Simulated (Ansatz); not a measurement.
# Ti2NO2 monolayer: from the cell to its phonons, part 2 of 2

Wanted: phonon frequencies of Ti2NO2 monolayer and what follows from them.

Ansatz 0.2.0; DFT PBEsol, scalar-relativistic, plane waves, PAW.

So far. Step 4 (Relaxing to small forces for the phonons): The largest force component left is 0.013 meV/Å, within the tolerances set. Step 5 (Modes at Γ): Before it was imposed, the acoustic sum rule was missed by 5.5e-5 eV/Å². Small misses are needed for a sound result but don't prove that mesh and cutoff are converged. The lowest optical mode is imaginary, 114.2i cm⁻¹, so the energy falls along it.

### 6. Phonons on a q mesh

Stability and thermal properties need the whole zone. Linear response on a 4×4×1 q mesh gives force constants as far as a supercell of that size would.

input.yaml reads:

```yaml
crystal:
  lattice:
    - [2.9632054967, 0.0, 0.0]
    - [-1.4816027483, 2.5662112368, 0.0]
    - [0.0, 0.0, 32.6]
  atoms:
    - { symbol: "N", position: [0.0, 0.0, 0.3067484663] }
    - { symbol: Ti, position: [0.3333333333, 0.6666666667, 0.3451694376] }
    - { symbol: Ti, position: [0.6666666667, 0.3333333333, 0.268327495] }
    - { symbol: O, position: [0.6666666667, 0.3333333333, 0.3741379491] }
    - { symbol: O, position: [0.3333333333, 0.6666666667, 0.2393589835] }
  periodic: [true, true, false]
kpoints:
  mp_grid: { grid: [20, 20, 1] }
hamiltonian:
  xc: pbesol
scf:
  occupations: { method: methfessel_paxton, width: 0.15 }
output:
  eigenvalues: true
phonons:
  method: dfpt
  qmesh: [4, 4, 1]
  temperatures: { t_max: 1000, t_step: 50 }
  qpath:
    path:
      - [0.0, 0.0, 0.0]
      - [0.5, 0.0, 0.0]
      - [0.33333333, 0.33333333, 0.0]
      - [0.0, 0.0, 0.0]
    npoints: 10
```

On the command line:

```sh
$ ansatz run input.yaml --threads 8 --pin off --max-ram 14336MiB --backend cpu --events-out ev --progress --plain --runs-dir out
```

Numbers of over 12 decimals in the logs are rounded to 6 here.

Output:

```text
[...]
Crystal: 5 atoms, lattice volume = 247.897 Å³
Basis set: ecut = 420 eV, 4729 PW (Γ), exchange–correlation on 40×40×450 points (8 copies of the dense FFT grid, shifted against one another)
Bands: 26, of which v1, the nominal top of the filled ones, is band 21 counted from 1 (20 counted from 0)
Symmetry: 12 space group operations
k-points: 44 of 400 (irreducible under 6 space group operations, time reversal used)
[...]
SCF iter   1: F=—  HF=-6455.476791 eV  |F-HF|=—  |Δ(HF+E_count)|=         —  Δρ=7.38e-3  dr2=1.59e-1  ethr=1.77e-3  ⟨swp⟩=9.7  Hψ=7690  notcnv=0
[...]
SCF iter  10: F=-6455.442712 eV  HF=-6455.442712 eV  |F-HF|=2.27e-11  |Δ(HF+E_count)|=  1.02e-10  S|Δr|=    0.00e0  Δρ=2.11e-8  dr2=1.03e-12  ethr=1.00e-12  ⟨swp⟩=18.0  Hψ=9230  notcnv=0
SCF 1 converged in 10 iterations: F = -6455.442712 eV  dr2 = 1.03e-12
[...]
phonons: the bands overlap, so this run is a metal and interpolates without the dipole-dipole term. If the crystal is really an insulator or semiconductor, its LO-TO splitting is missing
NSCF: frozen V_eff on 44 k-points
[...]
DFPT response loops at q = (0, 0, 0) (fractional): preconditioner auto → none (partly filled bands, converged f_vac=0.778); β = 0.50; Broyden in place of MSR1
[...]
SCF converged after 10 iterations
[...]
Free energy (F): -6455.442712 eV
[...]
Internal energy: -6455.438657 eV  (E = F + TS)
E sigma→0 (E₀):  -6455.441698 eV
Entropy (-TS):   -0.004055 eV (-0.811 meV/atom)
Fermi energy:    -5.826480 eV
[...]
--- Band table (eV; the first three rows and the last of 44) ---
  k-point 0: bands = [... 17 lower, -8.6360, -8.0978, -8.0978, -5.7966, -5.7966, -5.0123, -4.8011, -4.8011, ... 1 higher]
  k-point 1: bands = [... 17 lower, -8.5605, -8.3043, -8.1983, -5.7375, -5.6887, -5.1256, -4.7971, -4.6549, ... 1 higher]
  k-point 2: bands = [... 17 lower, -8.8322, -8.4421, -8.3983, -5.7177, -5.4369, -5.1475, -4.7649, -4.4513, ... 1 higher]
  k-point 43: bands = [... 17 lower, -10.2323, -9.7187, -9.5836, -5.2407, -4.7727, -4.7517, -3.9353, -3.8096, ... 1 higher]
--- Phonons (Γ-DFPT): 10 representative perturbations + reference (Σ response iterations 50) ---
  ASR residual: 2.521e-5 → 0.000e0 eV/Å²; symmetrization residual: 4.268e-6 eV/Å²
[...]
ASR residual per site (eV/Å²): 2.23e-5 7.10e-6 1.70e-6 2.42e-5 2.52e-5
[...]
--- Phonons (arbitrary-q DFPT): 4 irreducible q on the 4×4×1 mesh ---
  q = [0.0000, 0.0000, 0.0000] (star 1, of the zone-centre solve; hermiticity 3.07e-7, symmetrization 5.12e-11, taken by the last average 1.06e-7): -127.68 -127.68 -0.00 0.00 0.00 237.51 237.51 296.13 354.53 354.53 502.73 502.73 596.20 607.37 666.76
  q = [0.0000, 0.2500, 0.0000] (star 6, 15 solved perturbations on 210 of 400 k-point pairs; hermiticity 6.81e-7, symmetrization 7.69e-8, taken by the last average 1.57e-7): -247.93 -124.28 122.25 161.63 233.91 244.48 273.49 340.92 353.73 372.44 477.14 478.15 558.69 559.77 628.02
[...]
q = [0.2500, 0.2500, 0.0000] (star 6, 10 solved perturbations in 3050 linear systems a pass and spin channel, the states on 400 of 400 k-point pairs; hermiticity 3.21e-7, symmetrization 7.64e-11, taken by the last average 2.00e-7): -222.69 68.27 219.47 222.34 276.45 298.27 391.97 406.27 426.41 437.79 480.08 530.93 540.19 548.02 611.14
  sum rule: each row above includes the acoustic sum rule's correction from the zone centre's row sums; it moved no ω² by more than (0.66 cm⁻¹)²
  mesh force constants: q→R imaginary residual 2.75e-18; ASR residual 2.521e-5 → 0.000e0 eV/Å²; symmetrization residual 1.776e-14 eV/Å²
  interpolated dispersion: 31 rows × 15 modes
  density of states and harmonic sums: on the 24×24×1 q-mesh, interpolated from the force constants of a 4×4×1 supercell (no non-analytic term)
  largest difference from the sums on the solved wave vectors: F 4.71e-2 eV, S 6.39e-5 and C_V 2.16e-5 eV/K
  zero-point energy: 0.320425 eV/cell   skipped modes (ω ≤ 0): 79, of them read as no rigid motion or as one in doubt: 76 (1.236e0 modes/cell left out, lowest -273.96 cm⁻¹)   left out of the sums: 8.28e-2 of the cell's modes: C_V's classical limit lies that fraction below 3 k_B per atom; for a crystal, a wire or a layer, F and S can be off by more, and a phonons.interpolated_qmesh denser along its periods is the remedy for the sampling
```

Elapsed: 14 min, on 8 threads of Arm Neoverse V2, shared host; peak memory 5.3 GiB; 1.8 h of CPU time.

This step gave:

```
sum-rule residual before enforcement                    : 2.52e-5 eV/Å²
lowest frequency on the path                            : -274.0 cm⁻¹
highest frequency on the path or at a solved wavevector : 666.8 cm⁻¹
highest optical mode at the zone centre (no LO-TO term) : 666.8 cm⁻¹
lowest optical zone-centre mode                         : -127.7 cm⁻¹
lowest mode on the q mesh (acoustic modes at Γ apart)   : -247.9 cm⁻¹
```

Frequencies (cm⁻¹) solved at each irreducible wavevector; negative means imaginary. Frequencies by wavevector, by row:

| q in reciprocal lattice units | star | mode 1 | mode 2 | mode 3 | mode 4 | mode 13 | mode 14 | mode 15 |
| --- | --- | --- | --- | --- | --- | --- | --- | --- |
| 0 0 0 | 1 | -127.7 | -127.7 | 0 | 0 | 596.2 | 607.4 | 666.8 |
| 0 0.25 0 | 6 | -247.9 | -124.3 | 122.2 | 161.6 | 558.7 | 559.8 | 628 |
| 0 -0.5 0 | 3 | 50.2 | 193.5 | 195.9 | 228.8 | 533.6 | 551.3 | 632.7 |
| 0.25 0.25 0 | 6 | -222.7 | 68.3 | 219.5 | 222.3 | 540.2 | 548 | 611.1 |

Interpolated from a 4×4×1 q mesh. The phonon branches at the labelled points (cm⁻¹):

| point | branch 1 | branch 2 | branch 3 | branch 4 | branch 12 | branch 13 | branch 14 | branch 15 |
| --- | --- | --- | --- | --- | --- | --- | --- | --- |
| Γ | -128 | -128 | 0 | 0 | 503 | 596 | 607 | 667 |
| halfway | -248 | -124 | 122 | 162 | 478 | 559 | 560 | 628 |
| M | 50 | 194 | 196 | 229 | 524 | 534 | 551 | 633 |
| halfway | -149 | 165 | 191 | 219 | 530 | 536 | 552 | 619 |
| K | -94 | 104 | 104 | 249 | 521 | 542 | 542 | 606 |
| halfway | -274 | 95 | 121 | 142 | 496 | 550 | 557 | 623 |
| Γ | -128 | -128 | 0 | 0 | 503 | 596 | 607 | 667 |

Tetrahedra on a 24×24×1 mesh, mean over bins of 10 cm-1. Interpolated from a 4×4×1 q mesh. Phonon density of states against wavenumber; read off at these points:

| wavenumber (cm⁻¹) | phonon density of states (1/cm⁻¹/cell) |
| --- | --- |
| -275 | 0.00272 |
| -245 | 0.00817 |
| -225 | 0.00465 |
| -195 | 0.00436 |
| -175 | 0.00529 |
| -145 | 0.00782 |
| -125 | 0.00652 |
| -95 | 0.0037 |
| -75 | 0.00308 |
| -45 | 0.00141 |
| -25 | 0.0013 |
| 5 | 0.00151 |
| 25 | 0.0028 |
| 55 | 0.00386 |
| 85 | 0.0121 |
| 105 | 0.0155 |
| 135 | 0.0212 |
| 155 | 0.0115 |
| 185 | 0.0164 |
| 205 | 0.0214 |
| 235 | 0.0168 |
| 255 | 0.0192 |
| 285 | 0.0239 |
| 305 | 0.0251 |
| 335 | 0.0184 |
| 365 | 0.0304 |
| 385 | 0.0360 |
| 395 | 0.0497 |
| 415 | 0.0344 |
| 435 | 0.0140 |
| 465 | 0.0248 |
| 485 | 0.0463 |
| 515 | 0.00835 |
| 535 | 0.0635 |
| 555 | 0.0532 |
| 565 | 0.0142 |
| 585 | 0.00946 |
| 615 | 0.0267 |
| 625 | 0.0433 |
| 635 | 0.0122 |
| 665 | 0.00185 |

The partial phonon density of states has structure finer than the step of the table below, so its rows give means over 50 cm⁻¹, whole bins alone (the curve runs from -285 to 697 cm⁻¹). Peaks (cm⁻¹: height): N 480.7: 0.0312, 548.6: 0.0192, 622.7: 0.0303; O 400.4: 0.0364, 536.2: 0.0285; Ti -136.8: 0.00761, -93.6: 0.00741, 97.8: 0.0158, 134.9: 0.0190, 221.3: 0.0272, 295.4: 0.0154, 530.1: 0.0137.

Phonopy on the run's constants, 21x21x1 mesh, Gaussian sigma 7.0 cm-1. Interpolated from a 4×4×1 q mesh. The partial phonon density of states by wavenumber; means over each step; values in 1/cm⁻¹/cell:

| wavenumber (cm⁻¹) | N | O | Ti |
| --- | --- | --- | --- |
| -250 | 1.7e-4 | 0.00117 | 0.00496 |
| -200 | 8.4e-5 | 6.6e-4 | 0.00382 |
| -150 | 3.6e-5 | 0.00101 | 0.00644 |
| -100 | 2.8e-5 | 5.9e-4 | 0.00418 |
| -50 | 1.0e-5 | 1.5e-4 | 0.00112 |
| 0 | 3.7e-5 | 9.6e-5 | 5.8e-4 |
| 50 | 2.8e-4 | 7.2e-4 | 0.00412 |
| 100 | 5.5e-4 | 0.00129 | 0.0126 |
| 150 | 3.7e-4 | 9.5e-4 | 0.0137 |
| 200 | 4.0e-4 | 0.00172 | 0.0196 |
| 250 | 4.4e-4 | 0.00843 | 0.0136 |
| 300 | 4.6e-4 | 0.0128 | 0.0124 |
| 350 | 9.2e-4 | 0.0172 | 0.00522 |
| 400 | 0.00248 | 0.0309 | 0.00286 |
| 450 | 0.00766 | 0.0108 | 7.8e-4 |
| 500 | 0.0172 | 0.00594 | 0.00261 |
| 550 | 0.0109 | 0.0203 | 0.00865 |
| 600 | 0.0103 | 0.00451 | 0.00168 |
| 650 | 0.00769 | 6.8e-4 | 6.3e-4 |

Symmetry leaves 4 wavevectors to solve. The lowest mode among them, the acoustic zeros apart, lies at q = (0, 0.25, 0) and is imaginary, 247.9i cm⁻¹, so the energy falls along it. Between them the interpolated path dips to 274i cm⁻¹.

### 7. Isotope substitution, element N, natural mass 14.007 amu

An isotope changes the mass and not the force constants, so no new electronic calculation is needed; the shifts show which modes move this element.

The same force constants with the mass of N changed from 14.007 to 15.000 u (phonopy, no LO-TO term). Both lists are sorted by frequency; levels can cross, so a row need not hold one and the same mode. Modes under 3 cm⁻¹ are left out. Isotope shifts, by row, the first 40 of 57 rows:

| q | rank | natural mass (cm⁻¹) | changed mass (cm⁻¹) |
| --- | --- | --- | --- |
| 0 0 0 | 1 | -127.7 | -127.7 |
| 0 0 0 | 2 | -127.7 | -127.7 |
| 0 0 0 | 6 | 237.5 | 237.5 |
| 0 0 0 | 7 | 237.5 | 237.5 |
| 0 0 0 | 8 | 296.1 | 296.1 |
| 0 0 0 | 9 | 354.5 | 353.6 |
| 0 0 0 | 10 | 354.5 | 353.6 |
| 0 0 0 | 11 | 502.7 | 488.8 |
| 0 0 0 | 12 | 502.7 | 488.8 |
| 0 0 0 | 13 | 596.2 | 591.1 |
| 0 0 0 | 14 | 607.4 | 607.4 |
| 0 0 0 | 15 | 666.8 | 652.2 |
| 0 0.25 0 | 1 | -247.9 | -247.5 |
| 0 0.25 0 | 2 | -124.3 | -124.3 |
| 0 0.25 0 | 3 | 122.2 | 122 |
| 0 0.25 0 | 4 | 161.6 | 161.4 |
| 0 0.25 0 | 5 | 233.9 | 233.8 |
| 0 0.25 0 | 6 | 244.5 | 244.1 |
| 0 0.25 0 | 7 | 273.5 | 273.5 |
| 0 0.25 0 | 8 | 340.9 | 340.8 |
| 0 0.25 0 | 9 | 353.7 | 353.2 |
| 0 0.25 0 | 10 | 372.4 | 371.4 |
| 0 0.25 0 | 11 | 477.1 | 464.1 |
| 0 0.25 0 | 12 | 478.1 | 464.5 |
| 0 0.25 0 | 13 | 558.7 | 556.3 |
| 0 0.25 0 | 14 | 559.8 | 559.7 |
| 0 0.25 0 | 15 | 628 | 609.6 |
| 0 -0.5 0 | 1 | 50.23 | 50.23 |
| 0 -0.5 0 | 2 | 193.5 | 193.5 |
| 0 -0.5 0 | 3 | 195.9 | 195.7 |
| 0 -0.5 0 | 4 | 228.8 | 228.8 |
| 0 -0.5 0 | 5 | 300 | 299.4 |
| 0 -0.5 0 | 6 | 348.7 | 348.7 |
| 0 -0.5 0 | 7 | 381.2 | 379.5 |
| 0 -0.5 0 | 8 | 388.1 | 388.1 |
| 0 -0.5 0 | 9 | 396 | 393.4 |
| 0 -0.5 0 | 10 | 415.2 | 415.2 |
| 0 -0.5 0 | 11 | 486.4 | 472.2 |
| 0 -0.5 0 | 12 | 524.5 | 516.2 |
| 0 -0.5 0 | 13 | 533.6 | 533.6 |

A mode of this element alone would shift by -3.37 %. The highest zone-centre frequency without the field goes from 666.8 to 652.2 cm⁻¹ (-2.2 %).

### 8. Isotope substitution, element O, natural mass 15.999 amu

The same for O, from 16.00 to 18.00 u.

A mode of this element alone would shift by -5.72 %. The highest zone-centre frequency without the field goes from 666.8 to 664.7 cm⁻¹ (-0.3 %).

### 9. Another isotope, element Ti, natural mass 47.867 amu

The same for Ti, from 47.87 to 49.94 u.

A mode of this element alone would shift by -2.10 %. The highest zone-centre frequency without the field goes from 666.8 to 663.6 cm⁻¹ (-0.5 %).

### 10. Results

- space group after relaxation (within 0.01 Å): P-3m1
- area per atom: 1.52 Å²
- electronic character: no gap on this mesh
- highest optical mode at the zone centre (no LO-TO term): 667 cm⁻¹
- lowest optical zone-centre mode: -114 cm⁻¹
- lowest mode on the q mesh (acoustic modes at Γ apart): -248 cm⁻¹
- highest frequency on the path or at a solved wavevector: 667 cm⁻¹
- imaginary modes on the 4×4×1 q mesh: yes

What this shows: Modes are clearly imaginary (beyond 10i cm⁻¹) at 3 of the 4 irreducible wavevectors, most at q = (0, 0.25, 0) (247.9i cm⁻¹), so this structure is not a minimum of the energy. The optical modes at Γ span -114 to 667 cm⁻¹ (negative means imaginary). The highest mode in this list at Γ, 667.3 cm⁻¹, has its largest share on N (70 % of the kinetic energy). With no gap, or one that is small against the smearing, the frequencies hang on the k mesh and the smearing, most of all near Kohn anomalies. The phonon runs are without spin polarisation, although the cell has an odd electron count. In a sheet or slab the interpolated bending branch near Γ is rough, since the rotational sum rule isn't imposed. The starting cell was built on a prototype and not taken from a measurement. These are harmonic frequencies at zero temperature: anharmonic shifts, linewidths and thermal expansion are left out.

[Logs are printed without paths, hosts, clocks, repeated set-up lines and the standing remarks that a program may print on its own settings, such as how far it seeks lower states.]

[Hosts, paths, dates, database ids (printed as entryN), source tags and the programs' standing remarks are cut or masked in the printed files.]
